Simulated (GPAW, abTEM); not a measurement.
# Does bonding show in the electron microscope? HfS2 monolayer, Cl on a S site

Question: image and diffraction simulations usually add up neutral spherical atoms. How large is the error for a HfS2 monolayer, Cl on a S site, in scanning-probe images and phase-contrast images?

The sheet lies in the middle of a cell with vacuum above and below. All numbers are calculated.

## 1. Find the equilibrium geometry

The density hangs on the geometry, so the atoms are relaxed first, from slightly displaced sites so that no symmetry traps them, in the host's fixed cell.

Settings: GPAW 26.7.0, PBE, 400 eV, 1×1×1 k-points, Fermi–Dirac width 0.05 eV, spin-polarised, BFGS to 0.05 eV/Å.

```console
$ OMP_NUM_THREADS=1 mpirun -n 4 gpaw python run.py > gpaw.log
```

```text
BFGS:    0     -241.503307        1.889338
BFGS:    1     -241.695462        1.387292
BFGS:    2     -241.972577        0.593493
BFGS:    3     -241.994778        0.529654
...
BFGS:   18     -242.068740        0.051648
BFGS:   19     -242.069435        0.051808
BFGS:   20     -242.069987        0.045534
cell  10.9200 12.6093 12.1000  90.00 90.00 90.00
```

After 20 steps the energy has changed by -0.567 eV; the last force printed is 0.046 eV/Å. It took 35 min on 4 cores of Arm Neoverse N1 (shared host), peak memory 2.2 GiB.

Shortest distances after relaxation: Hf–S 2.443 Å, Cl–Hf 2.720 Å, Hf–Hf 3.535 Å, S–S 3.554 Å.

## 2. The all-electron density

Fast electrons feel the potential of the nuclei and of all the electrons, so the PAW density is rebuilt with its core regions. Subtracting spherical free atoms from the same code cancels the cores and leaves the deformation density Δρ, the part due to bonding.

Settings: PBE, 500 eV, 1×1×1 k-points, Fermi–Dirac width 0.05 eV, spin-polarised; supercell of 36 atoms.

```console
$ OMP_NUM_THREADS=1 mpirun -n 4 gpaw python run.py > gpaw.log
```

```text
|iter:   1|       0s | -251.617154 | +0.16 |       |  +3.5955|
|iter:   2|      15s | -249.801972 | -0.91 | -0.95 |  +3.4332|
|iter:   3|      34s | -243.054585 | -0.58 | -1.01 |  +2.0847|
...
|iter:  16|     249s | -242.245468c| -6.68 | -4.24c|  +0.0113|
|iter:  17|     264s | -242.245468c| -7.01 | -4.52c|  +0.0040|
|iter:  18|     278s | -242.245469c| -7.50c| -4.72c|  +0.0011|
```

```text
grid (120, 140, 126)  electrons 1249.000  moved by bonding 9.581 e
deformation density beyond 0.5 A of the nuclei: max 0.171, min -0.124 e/A^3
```

Deformation density in a plane through the shortest contact of the Cl atom at the origin, in 0.01 e/Å³ (clipped at ±99); x from -1.6 to 4.3 Å, y from 2.4 down to -2.4 Å:

```text
 13   7   0  -2   .  -2   0   6  12   2   .   .  -1   0  -1  -1
  7   2  -6  -2  12  -1  -6   2   7   3   0   5   4   1  -1  -1
  1  -1  -4  -4  -1  -3  -4   0   4   7  11  13   7   1  -1  -1
 -1  -1  -1   3   6   3   0  -1   0   2   7   7   1  -2  -1   0
 -1  -1   1   6   9   6   3   0  -3  -6  -1   6  -4  -6   0   4
 -1  -1   0   1   .  -3   5   4  -3  -3  -1   .  -1  -4   7  12
 -1  -1   0   .   .   .   9   6  -1  10   .   .   .   1  12  16
 -1  -1   1   3   .   0   7   4  -3  -3  -1   .  -2  -4   7  11
  0   0   0   1   0   0   1   0  -4  -6  -2   6  -4  -5   2   7
  0   0   0  -1  -1  -1  -1  -1  -1   1   6   7   2   0   0   3
  0   0   0  -1  -1  -1  -1  -1   1   6  12  12   8   4   0  -3
  0   0   0   0   0  -1  -1  -1   1   3   5   1   5   8   2  -6
  0   0   0   0   0   0  -1  -1   0  -1   .   .   2  12   6   2
```

Atoms in or within 0.15 Å of the plane: Hf (2.7, 0.0), Cl (0.0, 0.0) Å. Dots mark points within about 0.45 Å of a nucleus; large values next to them are atomic features.

Along the shortest contact from the Cl atom at the map's origin, Cl–Hf at 2.72 Å, Δρ is +0.03 e/Å³ at the midpoint and highest, +0.16, 2.08 Å from Cl (points within 0.5 Å of a nucleus left out): little piles up between the atoms. At the midpoints of other shortest contacts it is +0.12 (Hf–S, 2.44 Å) e/Å³. Point values carry grid noise of about 0.01 e/Å³. The moments given at the start die out. The run needed 18 iterations, 6.7 min.

Atoms whose charge stands out: Cl36 -0.025, S16 -0.223, S31 -0.226, S27 -0.227, S25 -0.252, S26 -0.251 e; averages by element: Hf +0.465, S -0.241, Cl -0.025 e.

## 3. Scanning probe: integrated centre of mass and ABF

The integrated centre-of-mass signal follows the projected potential of a thin sample, so it responds to any shift of charge; annular bright field is given beside it. The probe is focused on the sheet.

Settings: abTEM 1.0.9, 80 kV, 2×1×1 cells, grid 184×106, 12 slices, atoms at rest, semi-angle 35 mrad, ABF 18–35 mrad, Gaussian source blur σ = 0.25 Å; iCOM in arbitrary units. Columns, named by their atoms per repeat: Cl (5.46, 7.37), S_1st (3.66, 8.39), S_2nd (1.85, 7.36), Hf_3rd (1.83, 9.46), Hf_far (10.92, 12.58), S_far (0.00, 2.11), void (3.00, 3.15) Å; 'void' is a point in the widest open channel, away from the defect; 1st, 2nd and so on count shells round it.

```
column  iCOM − void, atoms  bonded  change (%)  ABF, atoms (%)  bonded (%)
    Cl              0.0142  0.0147        +3.2           70.85       70.85
 S_1st              0.0144  0.0143        -0.8           71.32       71.32
 S_2nd              0.0146  0.0143        -1.9           70.85       70.86
Hf_3rd              0.0396  0.0404        +2.0           64.71       64.66
Hf_far              0.0393  0.0401        +1.9           65.08       65.03
 S_far              0.0147  0.0144        -2.3           71.37       71.37
```

Against the void, S_far changes by -2.3 % and Cl by +3.2 %. Screening by site charges alone doesn't account for these signs and sizes; the redistribution between atoms, bonds and voids matters as well. At these points the largest ABF change is 0.055 % of the beam. Time: 2 min.

## 4. Phase-contrast images through focus

Defocus sets how strongly, and with which sign, the lens passes each spatial frequency; bonding changes the potential mostly at the lowest ones. Defocus counts from the exit plane, 5.3 Å below the sheet's middle.

Settings: abTEM 1.0.9, 80 kV, 1×1×1 cells, grid 137×158, 12 slices, atoms at rest, Cs -15 μm, focal spread 40 Å, aperture 35 mrad; positive defocus is underfocus. Intensity relative to vacuum, independent atoms / with bonding. Columns, named by their atoms per repeat: Cl (5.46, 7.37), S_1st (3.66, 8.39), S_2nd (1.85, 7.36), Hf_3rd (1.83, 9.46), Hf_far (10.92, 12.58), S_far (0.00, 2.11), void (3.00, 3.15) Å; 'void' is a point in the widest open channel, away from the defect; 1st, 2nd and so on count shells round it.

```
defocus (Å)             Cl          S_1st          S_2nd         Hf_3rd         Hf_far           void
       -200  0.864 / 0.867  0.890 / 0.887  0.935 / 0.930  1.187 / 1.195  1.194 / 1.202  0.954 / 0.955
       -130  0.882 / 0.881  0.849 / 0.843  0.830 / 0.824  1.036 / 1.049  1.034 / 1.046  1.020 / 1.020
        -50  1.087 / 1.086  1.087 / 1.084  1.058 / 1.056  1.122 / 1.129  1.120 / 1.127  0.935 / 0.935
        130  0.995 / 0.995  0.982 / 0.988  0.972 / 0.977  0.783 / 0.772  0.779 / 0.769  1.056 / 1.056
        200  1.081 / 1.076  1.023 / 1.025  1.002 / 1.004  1.004 / 1.003  1.013 / 1.012  0.984 / 0.983
```

The largest change at any listed point, and its share of that image's contrast range (maximum minus minimum): 0.008 (2 %) at -200 Å, 0.013 (5 %) at -130 Å, 0.007 (3 %) at -50 Å, 0.011 (3 %) at 130 Å, 0.005 (3 %) at 200 Å.

## 5. Answer

Putting the DFT potential in place of independent atoms changes iCOM column contrast by -2.3 to +3.2 % and phase contrast by up to 5 % of its range. The bond at the defect, Cl–Hf, has Δρ = +0.03 e/Å³ at its midpoint. Limits: the bonding term is static and added to Lobato atoms; no inelastic scattering; a small supercell, so defects interact.

[Outputs are excerpts: Python notices, other lines and further rows are left out; steps that failed or that the build refused (PBEsol, TPSS) are not shown.]

[Logs are printed without paths, hosts, clocks, repeated set-up lines and the standing remarks that a program may print on its own settings, such as how far it seeks lower states.]
